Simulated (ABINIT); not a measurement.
# KCl (Sylvite): G0W0 with ABINIT, start to end

How does a plane-wave GW calculation on KCl (Sylvite) run from the first input to the gap?

Program: ABINIT 10.8.3. Level of theory: PBE and many-body steps on it, plane waves. Results are calculated unless marked as measured.

Report form: the programs' logs are mostly left out.

## Step 1: The structure

Symmetry: Fm-3m, No. 225, cubic system. Conventional cell: a = 6.293 Å, b = 6.293 Å, c = 6.293 Å, α = 90.00°, β = 90.00°, γ = 90.00°. Nearest to K lie 6 Cl at 3.15 Å. Nearest to Cl lie 6 K at 3.15 Å. Farther neighbours and most contacts between anions are not listed.

The cell and positions come from the Crystallography Open Database and are kept as given unless a step says otherwise.

## Step 2: Ground state

This step: ABINIT 10.8.3; DFT, PBE, plane waves, norm-conserving pseudopotentials.

The ground-state density comes first.

The input, run.abi:

```
acell 3*1.0 Angstrom
rprim 
  -0.000000000000 3.146470000000 3.146470000000
  3.146470000000 0.000000000000 3.146470000000
  3.146470000000 3.146470000000 -0.000000000000
ntypat 2
znucl 19 17
natom 2
typat 1 2
xred 
  0.000000000000 0.000000000000 0.000000000000
  0.500000000000 0.500000000000 0.500000000000
pp_dirpath "pseudos"
pseudos "K.upf, Cl.upf"
ecut 33
ngkpt 6 6 6
nshiftk 1
shiftk 0 0 0
kptopt 1
chksymbreak 0
nband 13
occopt 1
tolvrs 1e-10
nstep 60
prtwf 0
optforces 0
optstress 0
indata_prefix "in"
outdata_prefix "out"
tmpdata_prefix "tmp"
```

Command:

```sh
$ OMP_NUM_THREADS=1 mpirun -n 4 abinit run.abi > log
```

Elapsed: 11 s, on 4 MPI ranks of Arm Neoverse V1, shared host; peak memory 0.32 GiB.

Numbers from this step:

```
total energy               : -1268.0062 eV
gap                        : 5.189 eV
k of the valence top       : 0, 0, 0
k of the conduction bottom : 0, 0, 0
least direct gap           : 5.189 eV
```

The gap is direct, at Γ.

## Step 3: Bands along the symmetry lines

Levels along a band path, at the cheap level, show where the edges lie and whether the meshes to come will hold them.

The input, run.abi:

```
acell 3*1.0 Angstrom
rprim 
  -0.000000000000 3.146470000000 3.146470000000
  3.146470000000 0.000000000000 3.146470000000
  3.146470000000 3.146470000000 -0.000000000000
ntypat 2
znucl 19 17
natom 2
typat 1 2
xred 
  0.000000000000 0.000000000000 0.000000000000
  0.500000000000 0.500000000000 0.500000000000
pp_dirpath "pseudos"
pseudos "K.upf, Cl.upf"
ecut 33
iscf -2
irdden 1
kptopt 0
nkpt 50
kpt 
  0.00000000 0.00000000 0.00000000
  0.06250000 0.00000000 0.06250000
  0.12500000 0.00000000 0.12500000
  0.18750000 0.00000000 0.18750000
  0.25000000 0.00000000 0.25000000
  0.31250000 0.00000000 0.31250000
  0.37500000 0.00000000 0.37500000
  0.43750000 0.00000000 0.43750000
  0.50000000 0.00000000 0.50000000
  0.51562500 0.03125000 0.51562500
  0.53125000 0.06250000 0.53125000
  0.54687500 0.09375000 0.54687500
  0.56250000 0.12500000 0.56250000
  0.57812500 0.15625000 0.57812500
  0.59375000 0.18750000 0.59375000
  0.60937500 0.21875000 0.60937500
  0.62500000 0.25000000 0.62500000
  0.37500000 0.37500000 0.75000000
  0.32812500 0.32812500 0.65625000
  0.28125000 0.28125000 0.56250000
  0.23437500 0.23437500 0.46875000
  0.18750000 0.18750000 0.37500000
  0.14062500 0.14062500 0.28125000
  0.09375000 0.09375000 0.18750000
  0.04687500 0.04687500 0.09375000
  0.00000000 0.00000000 0.00000000
  0.06250000 0.06250000 0.06250000
  0.12500000 0.12500000 0.12500000
  0.18750000 0.18750000 0.18750000
  0.25000000 0.25000000 0.25000000
  0.31250000 0.31250000 0.31250000
  0.37500000 0.37500000 0.37500000
  0.43750000 0.43750000 0.43750000
  0.50000000 0.50000000 0.50000000
  0.50000000 0.46875000 0.53125000
  0.50000000 0.43750000 0.56250000
  0.50000000 0.40625000 0.59375000
  0.50000000 0.37500000 0.62500000
  0.50000000 0.34375000 0.65625000
  0.50000000 0.31250000 0.68750000
  0.50000000 0.28125000 0.71875000
  0.50000000 0.25000000 0.75000000
  0.50000000 0.21875000 0.71875000
  0.50000000 0.18750000 0.68750000
  0.50000000 0.15625000 0.65625000
  0.50000000 0.12500000 0.62500000
  0.50000000 0.09375000 0.59375000
  0.50000000 0.06250000 0.56250000
  0.50000000 0.03125000 0.53125000
  0.50000000 0.00000000 0.50000000
istwfk *1
nband 15
nbdbuf 2
tolwfr 1e-08
nstep 40
prtwf 0
prtvol 0
indata_prefix "in"
outdata_prefix "out"
tmpdata_prefix "tmp"
```

Elapsed: 21 s, on 4 MPI ranks; peak memory 0.3 GiB; 83 s of CPU time.

Numbers from this step:

```yaml
gap: 5.189 eV
k_of_the_valence_top: 0, 0, 0
k_of_the_conduction_bottom: 0, 0, 0
least_direct_gap: 5.189 eV
```

The gap is 5.189 eV, as in the run before at this level.

Electronic bands along the path, in eV, zero at the top of the highest filled band; v1 is the highest filled band, c1 the lowest empty one:

| point | v4 | v3 | v2 | v1 | c1 | c2 | c3 | c4 |
| --- | --- | --- | --- | --- | --- | --- | --- | --- |
| Γ | -10.66 | 0.00 | 0.00 | 0.00 | 5.19 | 8.37 | 8.37 | 8.37 |
| halfway | -10.58 | -0.63 | -0.13 | -0.13 | 6.64 | 7.24 | 9.66 | 9.84 |
| X | -10.71 | -0.66 | -0.22 | -0.22 | 6.53 | 8.34 | 10.07 | 10.18 |
| halfway | -10.68 | -0.63 | -0.32 | -0.24 | 6.74 | 8.60 | 9.70 | 10.36 |
| U | -10.60 | -0.56 | -0.55 | -0.29 | 7.27 | 9.07 | 9.30 | 10.07 |
| jump to K | -10.60 | -0.56 | -0.55 | -0.29 | 7.27 | 9.07 | 9.30 | 10.07 |
| halfway | -10.51 | -0.69 | -0.24 | -0.20 | 6.89 | 7.97 | 9.19 | 9.85 |
| Γ | -10.66 | 0.00 | 0.00 | 0.00 | 5.19 | 8.37 | 8.37 | 8.37 |
| halfway | -10.53 | -0.59 | -0.17 | -0.17 | 6.45 | 8.16 | 9.11 | 9.11 |
| L | -10.42 | -1.05 | -0.32 | -0.32 | 7.58 | 8.60 | 10.50 | 10.50 |
| halfway | -10.51 | -0.84 | -0.40 | -0.33 | 7.84 | 8.34 | 10.04 | 10.14 |
| W | -10.57 | -0.49 | -0.47 | -0.47 | 8.03 | 8.03 | 9.44 | 9.85 |
| halfway | -10.64 | -0.61 | -0.36 | -0.30 | 6.95 | 8.80 | 9.34 | 10.32 |
| X | -10.71 | -0.66 | -0.22 | -0.22 | 6.53 | 8.34 | 10.07 | 10.18 |

## Step 4: Empty states on the mesh, 4×4×4 mesh, 220 bands

The sums over transitions need many empty states on a uniform mesh; this step solves for them.

The input, run.abi:

```
acell 3*1.0 Angstrom
rprim 
  -0.000000000000 3.146470000000 3.146470000000
  3.146470000000 0.000000000000 3.146470000000
  3.146470000000 3.146470000000 -0.000000000000
ntypat 2
znucl 19 17
natom 2
typat 1 2
xred 
  0.000000000000 0.000000000000 0.000000000000
  0.500000000000 0.500000000000 0.500000000000
pp_dirpath "pseudos"
pseudos "K.upf, Cl.upf"
ecut 33
ngkpt 4 4 4
nshiftk 1
shiftk 0 0 0
kptopt 1
chksymbreak 0
irdden 1
istwfk *1
nband 220
prtvol 0
optdriver 6
gwr_task "HDIAGO"
paral_kgb 0
occopt 1
indata_prefix "in"
outdata_prefix "out"
tmpdata_prefix "tmp"
```

The job ended after 86 s (4 MPI ranks; peak memory 3.4 GiB; 5.7 min of CPU time).

This step gave:

- gap: 5.190 eV
- k of the valence top: 0, 0, 0
- k of the conduction bottom: 0, 0, 0
- least direct gap: 5.190 eV
- k points computed: 8
- lowest point of the top converged band, above the valence top: 122.1317 eV

On this mesh the gap is 5.190 eV.

## Step 5: Screening, 4×4×4 mesh, 212 bands, screening to 190.5 eV

The RPA dielectric matrix is built and inverted for each q.

This step: RPA screening on PBE, plane waves, norm-conserving pseudopotentials.

Edit run.abi of step 4 so:

```diff
@@ -20,10 +20,11 @@
 chksymbreak 0
-irdden 1
 istwfk *1
-nband 220
-prtvol 0
-optdriver 6
-gwr_task "HDIAGO"
-paral_kgb 0
 occopt 1
+irdwfk 1
+optdriver 3
+nband 212
+ecuteps 7
+inclvkb 2
+awtr 1
+symchi 1
 indata_prefix "in"
```

Elapsed: 56 s, on 4 MPI ranks; peak memory 1.5 GiB.

This step gave:

- ε∞ with local fields, on this mesh, along the program's q direction: 2.178
- the same without local fields: 2.586
- plasma frequency: 18.82 eV
- plane waves in the screening matrix: 339

Local fields lower ε∞ by 16 %.

## Step 6: Self-energy, 4×4×4 mesh, 212 bands, screening to 190.5 eV

The self-energy is evaluated for the states that the input lists, and the levels follow from it, in one-shot runs by the linearised quasiparticle equation.

This step: G0W0 on PBE, plane waves, norm-conserving pseudopotentials.

Edit run.abi of step 5 so:

```diff
@@ -23,8 +23,15 @@
 irdwfk 1
-optdriver 3
+optdriver 4
 nband 212
+gwcalctyp 0
+ecutsigx 33
+symsigma 1
+nkptgw 1
+kptgw 
+  0.0000000000 0.0000000000 0.0000000000
+bdgw 
+  6 12
 ecuteps 7
-inclvkb 2
-awtr 1
-symchi 1
+irdscr 1
+ppmodel 1
 indata_prefix "in"
```

Elapsed: 19 s, on 4 MPI ranks; peak memory 1.5 GiB.

Numbers from this step:

- G0W0 gap on the points computed: 8.119 eV
- starting gap on the mesh: 5.190 eV
- k of the valence top: 0, 0, 0
- k of the conduction bottom: 0, 0, 0
- Z at the valence top: 0.808
- Z at the conduction bottom: 0.873
- least direct G0W0 gap on the computed points: 8.119 eV

The gap on the mesh goes from 5.19 eV to 8.12 eV, a correction of +2.93 eV.

Limits: finite bands, cutoff and mesh. v1 is the top filled band, c1 the lowest empty one. The levels before and after the correction (eV, zero at the valence-band top of each column):

|  | conduction bottom | valence top |
| --- | --- | --- |
| Kohn-Sham | 5.19 | 0.00 |
| G0W0 | 8.12 | 0.00 |

|  | level | energy (eV) |
| --- | --- | --- |
| Kohn-Sham | Γ v3-v1 | 0.000 |
| Kohn-Sham | Γ c1 | 5.190 |
| Kohn-Sham | Γ c2-c4 | 8.367 |
| G0W0 | Γ v3-v1 | 0.000 |
| G0W0 | Γ c1 | 8.119 |
| G0W0 | Γ c2-c4 | 12.215 |

## Step 7: Where the time went

Times are wall times on 4 MPI ranks of Arm Neoverse V1, shared host, good to a factor of about two.

| step | time | share | memory (GiB) |
| --- | --- | --- | --- |
| ground state | 11 s | 6 % | 0.32 |
| bands along the symmetry lines | 21 s | 11 % | 0.3 |
| empty states on the mesh | 86 s | 45 % | 3.4 |
| screening | 56 s | 29 % | 1.5 |
| self-energy | 19 s | 10 % | 1.5 |

## Step 8: Summary of results

| Property | Result |
| --- | --- |
| PBE gap | 5.19 eV, direct |
| G0W0 gap on the mesh | 8.12 eV |
| GW settings | 4×4×4 mesh, 212 bands, screening to 190.5 eV, Godby-Needs plasmon pole |
| known limits | not at the basis limit |

G0W0 moves the gap on the mesh from 5.19 eV to 8.12 eV (+2.93 eV), with Z of 0.81 and 0.87 at the edges. Local fields lower the RPA ε∞ on this mesh from 2.59 to 2.18. Only 1 of the mesh's irreducible points was corrected, so a valley elsewhere could overtake. The dearest step here is «empty states on the mesh». Bands and cutoff are finite, so the gap is not at the basis limit. The miss can reach some tenths of an eV and take either sign; the mesh is an error of its own. In the G0W0 run levels were corrected at 1 k point alone, so a gap called «on the mesh» is the least over those, and an edge elsewhere would be missed.

[Paths, hosts, dates, memory and timing lines, banners, echoed tables and standing remarks are left out of the program output.]

[Logs are printed without paths, hosts, clocks, repeated set-up lines and the standing remarks that a program may print on its own settings, such as how far it seeks lower states.]

[Runs of the session that timed out or met a known fault of the program may be left out.]

[Hosts, paths, dates, database ids (printed as entryN), source tags and the programs' standing remarks are cut or masked in the printed files.]

[G0W0 gaps are taken among the corrected bands and points alone; a level outside them can change the order at an edge.]

[Where Ansatz stands beside ABINIT at settings called matched, ABINIT's density can come from a denser mesh and the files from another edition; pairs whose starting gaps differed by over 0.03 eV were left out, so agreement reads better than it is.]
